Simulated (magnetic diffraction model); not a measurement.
## Which magnetic order? Ba₂NdSbS₆

Space group R-3 (no. 148), a = 7.0680 Å, c = 17.1820 Å.

| site | atom | x | y | z |
| --- | --- | --- | --- | --- |
| 3a | Nd | 0 | 0 | 0 |
| 6c | Ba | 1/3 | 2/3 | 0.9162 |
| 3b | Sb | 1/3 | 2/3 | 1/6 |
| 18f | S | 0.1464 | 0.7793 | 0.0873 |

This is a made-up structure (elements placed in a structure type, unrelaxed), so the numbers test the method and describe no known phase.

Only Nd is taken to order (form factors of Nd3+); orders and moment sizes are assumed, and not adapted to the symmetry. Radiation: neutrons of λ = 1.909 Å, 8° to 40°; isotropic B of 0.28 Å² (Nd), 0.31 Å² (Ba), 0.28 Å² (Sb) and 0.41 Å² (S). The intensities are simulated: I ∝ L Σ (|F_N|² + |F_M⊥|²) for unpolarised neutrons, with F_M = 2.695 fm/μB × Σ f(s) S exp(2πi Q·r) exp(−B s²) at Q = H ± k (one set where k and −k are equivalent), only the part normal to Q counting and L = 1/(sin²θ cos θ). For collinear order S is the moment m, which repeats by lattice and centring translations R with the sign exp(−2πi k·R). Form factors are spin-only for 3d ions and dipole or tabulated for f ions, scattering lengths are Sears's of 1992, and absorption is left out. A label names one of the reflections at its angle. The strongest nuclear line in the range is 100, and lines under 0.2 are left out.

Above the ordering temperature:

```tsv
2θ (°)	index	I
22.08	(0 1 2)	45.0
31.34	(1 1 0)	98.2
31.50	(1 0 4)	100.0
36.94	(0 2 1)	1.7
37.01	(1 1 3)	13.9
37.15	(0 1 5)	3.4
38.67	(2 0 2)	29.3
38.94	(0 0 6)	12.7
```

Below it (cell unchanged):

```csv
2θ (°),I
9.49,13.4
18.26,17.6
18.33,8.7
22.08,45.0
24.03,5.8
24.18,5.4
28.75,2.8
28.80,5.3
31.34,98.2
31.50,100.0
32.82,4.6
32.94,4.5
33.01,6.0
36.55,3.9
36.76,2.4
36.94,1.7
37.01,13.9
37.15,3.4
38.67,29.3
38.94,12.7
39.87,1.4
39.97,3.4
```

**Question.** Check that the new lines index with k = (1/2 0 1/2), then choose among these models:
A. collinear moments along [101], 2.3 μB on Nd
B. collinear moments along [001], 2.3 μB on Nd
C. collinear moments along [100], 2.3 μB on Nd

The new lines index as (1/2 0 1/2) at 9.49°, (1/2 -1 3/2) at 18.26°, (1/2 0 -5/2) at 18.33° and (1/2 1 -1/2) at 24.03°, that is as H ± k with k = (1/2 0 1/2), one of 3 inequivalent arms of its star (k and −k counted as one), which a powder can't tell apart. Half indices mean that the moments reverse under translations with k·R a half-integer, and the magnetic cell has twice the primitive volume.

Magnetic intensity, observed (below minus above) and for each model:

| 2θ (°) | index | observed | A | B | C |
| --- | --- | --- | --- | --- | --- |
| 9.49 | (1/2 0 1/2) | 13.4 | 24.7 | 35.6 | 13.4 |
| 18.33 | (1/2 0 -5/2) | 8.7 | 6.2 | 2.5 | 8.7 |
| 24.03 | (1/2 1 -1/2) | 5.8 | 11.9 | 12.0 | 5.8 |
| 24.18 | (1/2 0 7/2) | 5.4 | 0.2 | 0.8 | 5.4 |
| 28.75 | (3/2 0 3/2) | 2.8 | 6.8 | 7.5 | 2.8 |
| 33.01 | (1/2 -1 9/2) | 6.0 | 2.1 | 1.4 | 6.0 |
| 36.76 | (1/2 0 -11/2) | 2.4 | 0.8 | <0.2 | 2.4 |
| 39.87 | (3/2 1 1/2) | 1.4 | 3.6 | 4.2 | 1.4 |

Model C matches.

The structure used: k = (1/2 0 1/2), collinear moments along [100], 2.3 μB on Nd.

[Logs are printed without paths, hosts, clocks, repeated set-up lines and the standing remarks that a program may print on its own settings, such as how far it seeks lower states.]
